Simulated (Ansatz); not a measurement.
## Sensitivity of the G0W0 gap of InAs (F-43m)

Aim: change settings of a G0W0 run on InAs (F-43m) and see what moves.

Main program and level: Ansatz 0.2.0; G0W0 on r2SCAN, plane waves, PAW; PAW set soft_1.

The database entry behind the starting cell differs from later determinations by our own check (about 0.4 % short), so it need not match the best structure at ambient conditions.

In doubt: masses and optical values from hybrid runs of this build are listed as unsure (step 3), which bears on the screening that GW takes from such a start.

### Step 1. The starting structure

It takes space group F-43m (No. 216, cubic). The conventional cell has a = 6.036 Å, b = 6.036 Å, c = 6.036 Å, α = 90.00°, β = 90.00°, γ = 90.00°. In has 4 As at 2.61 Å nearest. Nearest to As lie 4 In at 2.61 Å. Farther neighbours are not listed.

The cell and positions come from the Crystallography Open Database and are kept as given unless a step says otherwise.

### Step 2. The base run: 4×4×4 mesh, 124 empty bands, screening to 100 eV, PAW set soft_1 files

G0W0 replaces the xc potential by the self-energy, built once from these orbitals. Only a window of levels is corrected, while the sums run over the empty bands that the input names. This step takes PAW set soft_1 files.

input.yaml reads:

```yaml
crystal:
  lattice:
    - [0.0, 3.018, 3.018]
    - [3.018, 0.0, 3.018]
    - [3.018, 3.018, 0.0]
  atoms:
    - { symbol: In, position: [0.0, 0.0, 0.0] }
    - { symbol: As, position: [0.25, 0.25, 0.25] }
kpoints:
  mp_grid: { grid: [4, 4, 4] }
hamiltonian:
  xc: r2scan
  pseudopotentials: { kind: paw, azcp: { folder: soft_1 } }
scf:
  occupations: { method: fixed }
gw:
  n_empty_bands: 124
  ecut_chi: 100
  qp_bands: [v2, c2]
  qp_kpoints: band_edges
  screening: { model: contour_deformation }
```

The run is started by

```sh
> ansatz run input.yaml --threads 3 --pin off --max-ram 92160MiB --backend cuda --events-out ev --progress --plain --runs-dir out --devices 1 --max-vram 13GiB
```

Numbers of over 12 decimals in the logs are rounded to 6 here.

What it wrote:

```text
GPUs: using 1 of 1 available (devices: 1).
Engine: ansatz 0.2.0, x86_64-unknown-linux-gnu
Pseudopotentials: kind: paw
Pseudopotential: In, paw, valence charge 13, recommended cutoff 500 eV (meta_gga), soft_1/In.paw.azcp
Pseudopotential: As, paw, valence charge 15, recommended cutoff 500 eV (meta_gga), soft_1/As.paw.azcp
Functional definition: r2SCAN
  parameter k0 = 0.174
  parameter k1 = 0.065
  parameter a1 = 4.9479
  exchange = r2scan_x(k0 = k0, k1 = k1, a1 = a1)
  correlation = r2scan_c
device memory: the entry about to start is reckoned to put 1.4 GiB on a device that reports 59.5 GiB free (of which the cap on the GPU budget leaves the run 13.0 GiB)
GPU FFT provider: cuFFT
GPU libraries: cuBLAS 13.8.2, cuFFT 12.4.0, cuSOLVER 12.3.4
Crystal: 2 atoms, lattice volume = 54.978 Å³
Basis set: ecut = 500 eV, 1411 PW (Γ), exchange–correlation on 128×128×128 points (64 copies of the dense FFT grid, shifted against one another)
Bands: 18, of which v1, the nominal top of the filled ones, is band 14 counted from 1 (13 counted from 0)
Symmetry: 24 space group operations
Space group: F-43m (ITA 216), of the structure as read, at distance tolerance 3.8e-5 Å
k-points: 8 of 64 (time reversal used)
Non-local potential: In, projectors of the file, l = 0: 2, l = 1: 2, l = 2: 2, l = 3: 1
Non-local potential: As, projectors of the file, l = 0: 2, l = 1: 2, l = 2: 3, l = 3: 1
PAW form: soft (Blöchl's): semilocal exchange-correlation on the pseudo side does not see the compensation charge
PAW frozen core: In, regenerated for the run's functional (the file was generated under x = pbe(κ = 0.804, μ = 0.219515), c = pbe(β = 0.066725))
PAW frozen core: As, regenerated for the run's functional (the file was generated under x = pbe(κ = 0.804, μ = 0.219515), c = pbe(β = 0.066725))
PAW one-centre angular grid: In, 590 points (default); XC on 160 Gauss nodes
PAW one-centre angular grid: As, 590 points (default); XC on 160 Gauss nodes
Initial density: superposition of atomic densities (chi_scale 0.1, normalization cell, long waves kept (reshape's long-wave potential 0.00 eV rms))
Initial wavefunctions: pseudopotential atomic-orbital guess
GPU buffer pool allocated for 32768 grid points (all kernels)
GPU transforms: local potential: pruned to the plane-wave sphere, on 30×32×32; band sums: pruned to the plane-wave sphere, on 32×32×32
Functional: x = r2scan, c = r2scan; τ floored in thin density (d = 2e-4 eV/Å³)
iter 1 solved again at ethr=1.93e-3 eV; its pass at ethr=3.10e-3 eV (dr2=5.40e-1 eV) is discarded
SCF iter   1: F=—  HF=-10477.102046 eV  |F-HF|=—  |Δ(HF+E_count)|=         —  Δρ=3.41e-2  dr2=5.41e-1  dr2_τ=1.33e-2  ethr=1.93e-3  ⟨swp⟩=1.0  Hψ=865  notcnv=0  defer=1
[...]
E_paw        = -6261.359808  (= ΣΔE_a)
  E_vpaw       = -412.534622  (= ΣTr[D̂ρ^β])
  E_aug_tail   = -0.000058  (compensation charges beyond the density's cutoff)
  E_vtau       = 10.606481  (kinetic-family band-sum trace: ∫τ·v_τ [+ j·A + Jᵃ·Aᵃ] dr)
  E_ewald      = -2527.799418
  E_core_change = -0.491845  (= ΣΔE_core)
  E_smearing   = -0.000000  (= −TS)
  E_closure    = -0.000000  (closes the sum)
  Σ components = -10477.107576   (vs F -10477.107576, Δ=0.00e0)
--- Band table (eV; the first three rows and the last of 8) ---
  k-point 0: bands = [... 10 lower, -4.7703, 7.5571, 7.5571, 7.5571, 7.8228, 11.8155, 11.8155, 11.8155]
  k-point 1: bands = [... 10 lower, -4.1294, 3.8322, 6.9663, 6.9663, 9.1739, 12.5524, 12.5524, 13.1542]
  k-point 2: bands = [... 10 lower, -3.2090, 1.6370, 6.5300, 6.5300, 8.8763, 12.5889, 12.5889, 14.8279]
  k-point 7: bands = [... 10 lower, -2.5791, 1.7381, 4.4916, 4.5876, 12.1300, 12.1723, 13.0504, 14.0500]
--- G₀W₀: contour deformation, 8 samples at zero and on the imaginary axis and 2 off it, 64 q-points, 124 empty bands' worth ---
  eigenvalues of the whole cell's RPA ε∞ on this k-mesh (on a slab, of 1 + 4πα/V) = 606.3658, 606.3658, 606.3658; static W/v taken at q = 0 is 0.001649
  bands read: the sum over 138 bands ends inside a degenerate multiplet in 2 slots, whose members it reads at an even weight; the widest, k=1: bands 138 to 139 (counted from 1) at 1/2 each
  gw.qp_kpoints: band_edges: 5 of 8 stored k-points solved, in 1 pass; an edge of the gap read off the rows below is read off those points alone
    valence top: of the k-points left out ik 5 came nearest to being solved in a further pass, in band 14 (counted from 1, as in the quasiparticle table): it holds the edge there only if its correction is more favourable than any solved in that band by at least 1.082 eV; those differ by 0.110 eV
    conduction bottom: of the k-points left out ik 4 came nearest to being solved in a further pass, in band 15 (counted from 1, as in the quasiparticle table): it holds the edge there only if its correction is more favourable than any solved in that band by at least 2.046 eV; those differ by 0.271 eV
    ik  band        ε_KS         Σx   Σc(E_QP)       V_xc       Z   E_QP_lin       E_QP  E_QP is
     0    13      7.5571   -16.8734     1.3588   -15.3760  0.7587     7.4179     7.4184  root
     0    14      7.5571   -16.8734     1.3588   -15.3760  0.7587     7.4179     7.4184  root
     0    15      7.8228   -10.6532    -3.7364   -14.5023  0.7753     7.9359     7.9355  root
     0    16     11.8155    -7.3250    -4.2091   -11.5413  0.7609    11.8227    11.8227  root
     1    13      6.9663   -16.3700     1.4873   -14.7087  0.7552     6.7915     6.7924  root
     1    14      6.9663   -16.3700     1.4873   -14.7087  0.7552     6.7915     6.7924  root
     1    15      9.1739    -9.2138    -3.8440   -13.1335  0.7725     9.2497     9.2495  root
     1    16     12.5524    -7.3626    -4.3867   -11.7590  0.7565    12.5620    12.5620  root
[...]
6    13      5.1384   -15.4171     2.0809   -13.0879  0.7328     4.8876     4.8901  root
     6    14      5.1384   -15.4171     2.0809   -13.0879  0.7328     4.8876     4.8901  root
     6    15      9.3504    -6.3392    -3.6875    -9.8686  0.7819     9.1929     9.1923  root
     6    16      9.8953    -7.8771    -3.8663   -11.7409  0.7739     9.8928     9.8928  root
[key lines of the parts left out:]
SCF converged after 7 iterations
Free energy (F): -10477.107576 eV
Fermi energy:    7.557064 eV
```

Wall time 8.3 s (1 × NVIDIA H100 80GB HBM3 (shared by 6 runs) with 3 threads of AMD EPYC 7R13 (Zen 3), shared host); peak memory 1.2 GiB.

Numbers from this step:

```
bands summed                                 : 138
RPA ε∞ on this mesh (eigenvalues)            : 606.4, 606.4, 606.4
plane waves in the screening matrix          : 137
q-points in the mesh                         : 64
G0W0 gap on the mesh                         : 0.5171 eV
k of the valence top                         : 0, 0, 0
k of the conduction bottom                   : 0, 0, 0
starting gap on the mesh                     : 0.2657 eV
Z at the valence top                         : 0.7587
Z at the conduction bottom                   : 0.7753
least direct G0W0 gap on the computed points : 0.5171 eV
```

The gap on the mesh goes from 0.27 eV to 0.52 eV, a correction of +0.25 eV. Between the two edge states, bare exchange in place of the xc potential would open the gap by 5.35 eV, and correlation takes back 5.10 eV.

### Step 3. Variant: starting point

This step: G0W0 on r2SCANh, plane waves, PAW; PAW set soft_1.

Edit input.yaml of step 2 so:

```diff
@@ -11,3 +11,3 @@
 hamiltonian:
-  xc: r2scan
+  xc: r2scanh
   pseudopotentials: { kind: paw, azcp: { folder: soft_1 } }
```

What it wrote:

```text
GPUs: using 1 of 1 available (devices: 1).
[...]
davidson cushion auto → on  (no smearing: the cushion is to keep the highest requested band from converging to the state above it; pin scf.eigensolver.cushion to override)
[...]
GPU FFT provider: cuFFT
GPU libraries: cuBLAS 13.8.2, cuFFT 12.4.0, cuSOLVER 12.3.4
Crystal: 2 atoms, lattice volume = 54.978 Å³
Basis set: ecut = 500 eV, 1411 PW (Γ), exchange–correlation on 128×128×128 points (64 copies of the dense FFT grid, shifted against one another)
Bands: 18, of which v1, the nominal top of the filled ones, is band 14 counted from 1 (13 counted from 0)
[... 1 set-up line as in the run before ...]
[...]
k-points: 8 of 64 (time reversal used)
[...]
GPU buffer pool allocated for 32768 grid points (all kernels)
[...]
SCF iter   6: F=-10477.107729 eV  HF=-10477.107730 eV  |F-HF|=5.78e-7  |Δ(HF+E_count)|=   1.27e-5  Δρ=3.55e-5  dr2=5.07e-7  dr2_τ=1.37e-7  ethr=5.44e-8  ⟨swp⟩=3.6  Hψ=424  notcnv=0
SCF 1 stopped early in 6 iterations: F = -10477.107729 eV  dr2 = 5.07e-7
[...]
GPU FFT provider: cuFFT
GPU libraries: cuBLAS 13.8.2, cuFFT 12.4.0, cuSOLVER 12.3.4
[...]
GPU buffer pool allocated for 32768 grid points (all kernels)
[...]
Free energy (F): -10476.725032 eV
Frozen-core exchange: fock
[...]
Internal energy: -10476.725032 eV  (E = F + TS)
E sigma→0 (E₀):  -10476.725032 eV
Fermi energy:    7.295794 eV
[...]
--- Band table (eV; the first three rows and the last of 8) ---
  k-point 0: bands = [... 10 lower, -5.4723, 7.2958, 7.2958, 7.2958, 8.0396, 12.0797]
  k-point 1: bands = [... 10 lower, -4.8159, 3.4593, 6.6869, 6.6869, 9.4043, 12.8359]
  k-point 2: bands = [... 10 lower, -3.8651, 1.1533, 6.2302, 6.2302, 9.0988, 12.8636]
  k-point 7: bands = [... 10 lower, -3.2131, 1.2683, 4.1171, 4.2269, 12.3776, 12.5086]
  guard bands above this table: 2 of the run's 18 bands. The solve was not asked for them (output.publish_guard_bands: true or output.eigenvalues: true publishes all)
[...]
0    13      7.2958   -16.8389     1.3067   -15.5747  0.7672     7.3383     7.3383  root
     0    14      7.2958   -16.8389     1.3067   -15.5747  0.7672     7.3383     7.3383  root
     0    15      8.0396   -10.5095    -3.7034   -14.1952  0.7825     8.0218     8.0218  root
     0    16     12.0797    -7.2564    -4.1032   -11.2113  0.7699    11.9321    11.9314  root
     1    13      6.6869   -16.3496     1.4243   -14.9426  0.7642     6.7042     6.7042  root
     1    14      6.6869   -16.3496     1.4243   -14.9426  0.7642     6.7042     6.7042  root
     1    15      9.4043    -9.1048    -3.7925   -12.8304  0.7799     9.3376     9.3374  root
     1    16     12.8359    -7.2822    -4.2685   -11.3935  0.7650    12.6795    12.6787  root
[...]
6    13      4.7857   -15.4058     1.9675   -13.4138  0.7456     4.7612     4.7612  root
     6    14      4.7857   -15.4058     1.9675   -13.4138  0.7456     4.7612     4.7612  root
     6    15      9.5382    -6.2540    -3.6199    -9.6007  0.7881     9.2669     9.2650  root
     6    16     10.1223    -7.7361    -3.7900   -11.3751  0.7814     9.9718     9.9712  root
```

The job ended after 19 s (1 × NVIDIA H100 80GB HBM3 (shared by 6 runs) with 3 threads; peak memory 1.3 GiB; 17 s of CPU time).

The G0W0 gap on the mesh is 0.683 eV.

Against the base:

| setting | base | variant |
| --- | --- | --- |
| start | r2SCAN | r2SCANh |

| quantity | variant | base |
| --- | --- | --- |
| starting gap on the mesh | 0.744 | 0.266 |
| G0W0 gap on the mesh | 0.683 | 0.517 |
| least direct G0W0 gap on the computed points | 0.683 | 0.517 |
| Z at the valence top | 0.767 | 0.759 |
| Z at the conduction bottom | 0.783 | 0.775 |

### Step 4. Summary of results

- base: 0.52 eV, 8.3 s
- starting point: 0.68 eV, 19 s

What this shows: Starting point: the gap moves by +0.17 eV and the time by a factor of 2.3. All runs here use a coarse mesh and modest cutoffs; they test settings and are not final values. The 4×4×4 mesh is coarse for this cell (its supercell is 17 Å along the shortest edge). The RPA ε∞ on it, from the r2SCAN start, is 606.37; such meshes misread the long-range screening, most where the gap is narrow. On this mesh the RPA ε∞ passes 90, more than nearly any semiconductor shows; a coarse mesh does this where one point with a narrow direct gap carries much weight. The screening is then too strong, and the G0W0 gap should not be taken as the material's. The many-body steps are scalar-relativistic: spin-orbit coupling is not in them.

[Paths, hosts, dates, memory and timing lines, banners, echoed tables and standing remarks are left out of the program output.]

[Logs are printed without paths, hosts, clocks, repeated set-up lines and the standing remarks that a program may print on its own settings, such as how far it seeks lower states.]

[Runs of the session that timed out or met a known fault of the program may be left out.]

[Cells called generated may have been cut or substituted from an entry of the Crystallography Open Database or the Materials Project.]

[Hosts, paths, dates, database ids (printed as entryN), source tags and the programs' standing remarks are cut or masked in the printed files.]
